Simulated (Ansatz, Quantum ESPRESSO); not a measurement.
# Evanescent states of LiH, rock salt type, lattice constant set to 4.0 Å, part 4 of 4

How good a tunnel barrier is LiH, rock salt type, lattice constant set to 4.0 Å?

Quantum ESPRESSO 7.5; plane-wave DFT, PBE, PseudoDojo norm-conserving pseudopotentials; cross-check by Ansatz 0.2.0 with PAW datasets.

So far. Step 2 (SCF with pw.x): The run needed 6 iterations to bring the estimated error under 1e-09 Ry.

## (6) The same in Ansatz

A second code with its own PAW datasets, on the same atoms.

Level of this step: plane-wave DFT, PBE, Ansatz PAW (Ansatz 0.2.0).

Input file input.yaml:

```yaml
crystal:
  lattice:
    - [2.8284271247, 0.0, 0.0]
    - [0.0, 2.8284271247, 0.0]
    - [0.0, 0.0, 4.0]
  atoms:
    - { symbol: Li, position: [0.0, 0.0, 0.0] }
    - { symbol: H, position: [0.5, 0.5, 0.0] }
    - { symbol: Li, position: [0.5, 0.5, 0.5] }
    - { symbol: H, position: [0.0, 0.0, 0.5] }
kpoints:
  mp_grid: { grid: [8, 8, 6] }
hamiltonian:
  xc: pbe
scf:
  occupations: { method: fixed }
  convergence: { dr2_threshold: 1.0e-09 }
output:
  transmission:
    leads: [[0, 0]]
    kpoints: [[0, 0], [0.5, 0], [0.5, 0.5], [0.25, 0]]
    e_range: [-2.07, 6.9]
    de: 0.23
```

On the command line:

```sh
$ ansatz run input.yaml --threads 2 --pin off --max-ram 4096MiB --backend cpu --events-out ev --progress --plain --runs-dir out
```

Numbers of over 12 decimals in the logs are rounded to 6 here.

Log:

```text
Engine: ansatz 0.2.0, aarch64-unknown-linux-gnu
Pseudopotentials: kind: paw
Pseudopotential: Li, paw, valence charge 3, recommended cutoff 420 eV (normal), Li.paw.azcp
Pseudopotential: H, paw, valence charge 1, recommended cutoff 420 eV (normal), H.paw.azcp
Functional definition: PBE
  parameter kappa = 0.804
  parameter beta = 0.066725
  exchange = pbe_x(kappa = kappa, mu = beta*pi^2/3)
  correlation = pbe_c(beta = beta)
Crystal: 4 atoms, lattice volume = 32.000 Å³
Basis set: ecut = 420 eV, 633 PW (Γ)
Bands: 8, of which v1, the nominal top of the filled ones, is band 4 counted from 1 (3 counted from 0)
Symmetry: 32 space group operations
Space group: Fm-3m (ITA 225), of the structure as read, at distance tolerance 3.2e-5 Å
k-points: 60 of 384
Non-local potential: Li, projectors of the file, l = 0: 3, l = 1: 2, l = 2: 1
Non-local potential: H, projectors of the file, l = 0: 2, l = 1: 1
PAW form: soft (Blöchl's): semilocal exchange-correlation on the pseudo side does not see the compensation charge
PAW one-centre angular grid: Li, 110 points (default); XC on 64 Gauss nodes
PAW one-centre angular grid: H, 110 points (default); XC on 64 Gauss nodes
Initial density: superposition of atomic densities (neutral atoms: chi_scale 0, normalization atom), corrected by the library's trained network
Initial wavefunctions: pseudopotential atomic-orbital guess
Functional: x = pbe(κ = 0.804, μ = 0.219515), c = pbe(β = 0.066725)
SCF iter   1: F=—  HF=-442.782872 eV  |F-HF|=—  |Δ(HF+E_count)|=         —  Δρ=9.28e-4  dr2=1.25e-4  ethr=1.77e-3  ⟨swp⟩=3.3  Hψ=2684  notcnv=0  defer=110
preconditioner: auto → none  [insulator: Δε(μ)=2.967 eV  Ē_g=10.621 eV  n_scr=2 (ndim 8)  ℏωp=13.1 eV  f_vac=0.000  ε∞_Penn≈2.5]
SCF iter   2: F=—  HF=-442.782918 eV  |F-HF|=—  |Δ(HF+E_count)|=   4.60e-5  Δρ=4.04e-4  dr2=2.16e-5  ethr=1.57e-6  ⟨swp⟩=2.0  Hψ=1085  notcnv=0  defer=115
SCF iter   3: F=—  HF=-442.782967 eV  |F-HF|=—  |Δ(HF+E_count)|=   4.88e-5  Δρ=5.79e-5  dr2=6.61e-7  ethr=2.70e-7  ⟨swp⟩=2.0  Hψ=725  notcnv=0  defer=112
SCF iter   4: F=—  HF=-442.782967 eV  |F-HF|=—  |Δ(HF+E_count)|=   2.29e-7  Δρ=2.74e-6  dr2=1.01e-9  ethr=8.27e-9  ⟨swp⟩=2.0  Hψ=600  notcnv=0
iter 5 did not close the SCF: its close was put off for the readings that it lacked (scf_convergence_deferred on its scf_iter line)
SCF iter   5: F=-442.782967 eV  HF=-442.782967 eV  |F-HF|=6.59e-12  |Δ(HF+E_count)|=   2.99e-9  Δρ=2.32e-7  dr2=1.30e-11  ethr=1.26e-11  ⟨swp⟩=2.2  Hψ=624  notcnv=0
SCF iter   6: F=-442.782967 eV  HF=-442.782967 eV  |F-HF|=5.68e-14  |Δ(HF+E_count)|=  8.70e-12  Δρ=1.11e-8  dr2=1.24e-14  ethr=1.00e-12  ⟨swp⟩=2.0  Hψ=1973  notcnv=0
SCF 1 converged in 6 iterations: F = -442.782967 eV  dr2 = 1.24e-14
  greatest PAW one-centre occupation: 1.000 electrons in one spin orbital (limit 2), on the Li atom at site 2 (counted from 0), in its partial waves of l = 0
transmission: 5 of 20 steps passed
transmission: 10 of 20 steps passed
transmission: 15 of 20 steps passed
transmission: 20 of 20 steps passed
SCF converged after 6 iterations
Free energy (F): -442.782967 eV
Harris-Foulkes:  -442.782967 eV  (|F-HF|=5.68e-14)
Internal energy: -442.782967 eV  (E = F + TS)
E sigma→0 (E₀):  -442.782967 eV
Fermi energy:    0.770830 eV
--- Per-component energies (eV) ---
  E_band       = -180.121376
  E_kinetic    = 72.090154
  E_local      = -248.732697  (includes V_loc(G=0)·N_el)
  E_nonlocal   = -63.447428
  E_hartree    = 69.499605
  E_xc         = -40.495661
  E_vxc        = -52.282366  (∫ρ·V_xc dr)
  E_paw        = -43.105913  (= ΣΔE_a)
  E_vpaw       = -26.745846  (= ΣTr[D̂ρ^β])
  E_aug_tail   = -0.002405  (compensation charges beyond the density's cutoff)
  E_ewald      = -188.588622
  E_smearing   = -0.000000  (= −TS)
  E_closure    = 0.000000  (closes the sum)
  Σ components = -442.782967   (vs F -442.782967, Δ=0.00e0)
--- Band table (eV; the first three rows and the last of 60) ---
  k-point 0: bands = ["-43.4929", "-43.4310", "-4.6944", "0.7708", "3.7510", "11.6167", "11.6167", "14.7908"]
  k-point 1: bands = ["-43.4886", "-43.4351", "-4.5284", "-0.3648", "5.3266", "11.8667", "11.8667", "15.0507"]
  k-point 2: bands = ["-43.4771", "-43.4462", "-4.0227", "-1.9181", "8.1442", "12.6135", "12.6135", "14.0286"]
  k-point 59: bands = ["-43.4307", "-43.4307", "0.5389", "0.5389", "6.0475", "6.0475", "6.0475", "6.0475"]
--- Transmission ---
  basis      : 69 plane waves across, 5 finite elements along
  points     : 4, as listed
  energies   : 40 from -2.070000 to 6.900000 eV about the Fermi level, 0.230000 eV apart; the leads are filled to 1.490067 eV, and channels, transmission and decay are at 1.380000 eV
  crystal 0  : Li2H2, at the sites [0, 0], period 4.0000 Å: whole cells are its period
    offset         : up to 0.0000 Å between an atom of the period and one for which it stands
    channels       : 0.000000e0 a spin
    conductance    : none, the energies end too early or step too widely for 300 K: set another output.transmission.e_range or a lower de, or, where they end at an eighth of basis.ecutwfc, a higher one
    slowest decay  : 0.1604 /Å at (0.0000, 0.0000)
```

The job ended after 2.8 s (2 threads of Arm Neoverse V1, shared host; peak memory 0.27 GiB).

Numbers from this step:

* free energy: -442.7830 eV
* gap by band count: 2.980 eV
* symmetry operations: 32
* slowest decay at the grid energy nearest mid-gap: 0.1604 Å⁻¹
* peak of the smallest κ at the zone centre: 0.1604 Å⁻¹
* peak of the smallest κ at (1/2, 1/2): 0.6984 Å⁻¹
* peak of the smallest κ at (1/4, 0): 0.2973 Å⁻¹
* valence top, on the run's zero: 0.7708 eV

K across = (0, 0) in the cell's reciprocal vectors; values within 0.0025 1/Å of each other count once, columns are sorted by size at each energy, a dash where no further value was kept. Table of Im kz of the slowest decaying states by energy, zero at the highest filled level of the SCF mesh:

```tsv
energy (eV)	decay 1 (Å⁻¹)	decay 2 (Å⁻¹)
-2.07	-	-
-1.84	-	-
-1.38	-	-
-1.15	-	-
-0.92	-	-
-0.46	-	-
-0.23	-	-
0.00	0.00763	-
0.46	0.121	-
0.69	0.140	-
0.92	0.151	-
1.38	0.160	-
1.61	0.159	-
1.84	0.154	-
2.30	0.131	-
2.53	0.111	1.49
2.99	1.45	-
3.22	1.43	-
3.45	1.41	-
3.91	1.37	-
4.14	1.34	-
4.37	1.32	-
4.83	1.27	-
5.06	1.25	-
5.29	1.22	-
5.75	1.17	1.48
5.98	1.15	1.45
6.21	1.12	1.43
6.67	1.06	1.39
6.90	1.03	1.37
```

K across = (0, 0) in the cell's reciprocal vectors. Re kz of states that move upwards, channel 1 against energy, zero at the highest filled level of the SCF mesh:

```tsv
energy (eV)	Re kz of states that move upwards, channel 1 (Å⁻¹)
-2.07	-0.415
-1.84	-0.376
-1.38	-0.301
-1.15	-0.264
-0.92	-0.227
-0.46	-0.147
-0.23	-0.0990
0.00	-
0.46	-
0.69	-
0.92	-
1.38	-
1.61	-
1.84	-
2.30	-
2.53	-
2.99	0.0181
3.22	0.0893
3.45	0.128
3.91	0.190
4.14	0.217
4.37	0.242
4.83	0.290
5.06	0.313
5.29	0.336
5.75	0.379
5.98	0.400
6.21	0.421
6.67	0.462
6.90	0.483
```

K across = (1/2, 0) in the cell's reciprocal vectors; values within 0.0025 1/Å of each other count once, columns are sorted by size at each energy, a dash where no further value was kept. Table of Im kz of the slowest decaying states by energy, zero at the highest filled level of the SCF mesh:

```tsv
energy (eV)	decay 1 (Å⁻¹)	decay 2 (Å⁻¹)
-2.07	0.897	1.43
-1.61	0.965	1.44
-1.15	0.980	1.46
-0.69	0.970	1.47
-0.46	0.960	1.47
0.00	0.933	1.47
0.46	0.899	1.48
0.92	0.859	1.47
1.38	0.814	1.47
1.84	0.764	1.47
2.30	0.708	1.46
2.53	0.678	1.45
2.99	0.611	1.44
3.45	0.536	1.43
3.91	0.446	1.42
4.37	0.330	1.41
4.83	0.133	1.39
5.29	1.37	-
5.52	1.36	-
5.98	1.34	-
6.44	1.32	-
6.90	1.30	-
```

K across = (1/2, 1/2) in the cell's reciprocal vectors; values within 0.0025 1/Å of each other count once, columns are sorted by size at each energy, a dash where no further value was kept. The Im kz of the slowest decaying states by energy, zero at the highest filled level of the SCF mesh:

```tsv
energy (eV)	decay 1 (Å⁻¹)	decay 2 (Å⁻¹)
-2.07	0.974	1.16
-1.61	0.885	1.10
-1.15	0.770	1.05
-0.69	0.598	0.988
-0.46	0.453	0.957
0.00	0.0347	0.891
0.46	0.543	0.819
0.92	0.667	0.741
1.38	0.653	0.734
1.84	0.551	0.775
2.30	0.426	0.802
2.53	0.347	0.811
2.99	0.824	-
3.45	0.830	-
3.91	0.831	-
4.37	0.828	-
4.83	0.821	-
5.29	0.810	-
5.52	0.803	-
5.98	0.787	-
6.44	0.768	-
6.90	0.745	-
```

K across = (1/4, 0) in the cell's reciprocal vectors; values within 0.0025 1/Å of each other count once, columns are sorted by size at each energy, a dash where no further value was kept. Im kz of the slowest decaying states against energy, zero at the highest filled level of the SCF mesh:

```tsv
energy (eV)	decay 1 (Å⁻¹)	decay 2 (Å⁻¹)	decay 3 (Å⁻¹)
-2.07	-	-	-
-1.84	-	-	-
-1.61	-	-	-
-1.38	-	-	-
-1.15	1.48	-	-
-0.92	1.46	-	-
-0.69	1.44	-	-
-0.46	0.0710	1.41	-
-0.23	0.152	1.39	-
0.00	0.196	1.36	-
0.46	0.250	1.31	-
0.69	0.267	1.29	-
0.92	0.280	1.26	-
1.15	0.289	1.24	-
1.38	0.294	1.21	-
1.61	0.297	1.18	-
1.84	0.297	1.15	-
2.07	0.295	1.12	-
2.30	0.289	1.09	-
2.53	0.281	1.06	-
2.76	0.270	1.03	-
2.99	0.255	0.995	-
3.22	0.236	0.961	-
3.45	0.211	0.926	-
3.68	0.177	0.890	1.50
3.91	0.128	0.853	1.48
4.14	0.815	1.46	-
4.37	0.776	1.43	-
4.83	0.695	1.39	-
5.06	0.653	1.37	-
5.29	0.611	1.35	-
5.52	0.568	1.32	-
5.75	0.525	1.30	1.49
5.98	0.481	1.28	1.48
6.21	0.437	1.25	1.47
6.44	0.393	1.23	1.45
6.67	0.346	1.20	1.44
6.90	0.296	1.17	1.43
```

## (7) The arithmetic

T falls as exp(−2κd). With κ = 0.160 1/Å, 10 Å of barrier pass exp(−2 × 0.160 × 10) = 0.041 of that channel, interfaces aside.

## (8) What came out

| Property | Result |
| --- | --- |
| gap on the SCF mesh | 2.98 eV |
| smallest κ at mid-gap among the four k points, at the zone centre | 0.160 Å⁻¹ |
| peak of the smallest κ in the stop band at the zone centre | 0.161 Å⁻¹ |
| peak of the smallest κ in the stop band at (1/2, 1/2) | 0.699 Å⁻¹ |
| peak of the smallest κ in the stop band at (1/4, 0) | 0.297 Å⁻¹ |
| energy of the peak at the zone centre, over the highest filled level | 1.38 eV |
| peak at the zone centre by Ansatz | 0.160 Å⁻¹ |

With a gap of 2.98 eV on the mesh, the smallest κ at mid-gap among the four k points, at the zone centre is 0.160 Å⁻¹ (PBE, PseudoDojo norm-conserving). For a barrier with the Fermi level at mid-gap the slowest state found, at the zone centre, loses a factor of ten in probability every 7.2 Å or so. Stop bands away from the zone centre are mostly wider than the gap, so their peaks can lie above the conduction bottom. At the zone centre pwcond's peak is 0.161 and Ansatz's 0.160 1/Å, 0 % apart. The cell is the a/√2 one, turned by 45°, with two primitive cells, so X along [001] folds onto kz = 0. A semilocal gap is too small, often by a third to a half and by more in narrow-gap crystals, so real barriers decay faster.

[Logs are printed without paths, hosts, clocks, repeated set-up lines and the standing remarks that a program may print on its own settings, such as how far it seeks lower states.]

[Hosts, paths, dates, database ids (printed as entryN), source tags and the programs' standing remarks are cut or masked in the printed files.]

[Maps of the electrostatic potential energy from Ansatz leave out the sawtooth potential of an applied field or a dipole correction, so their vacuum need not be flat; planar profiles and work functions include it.]
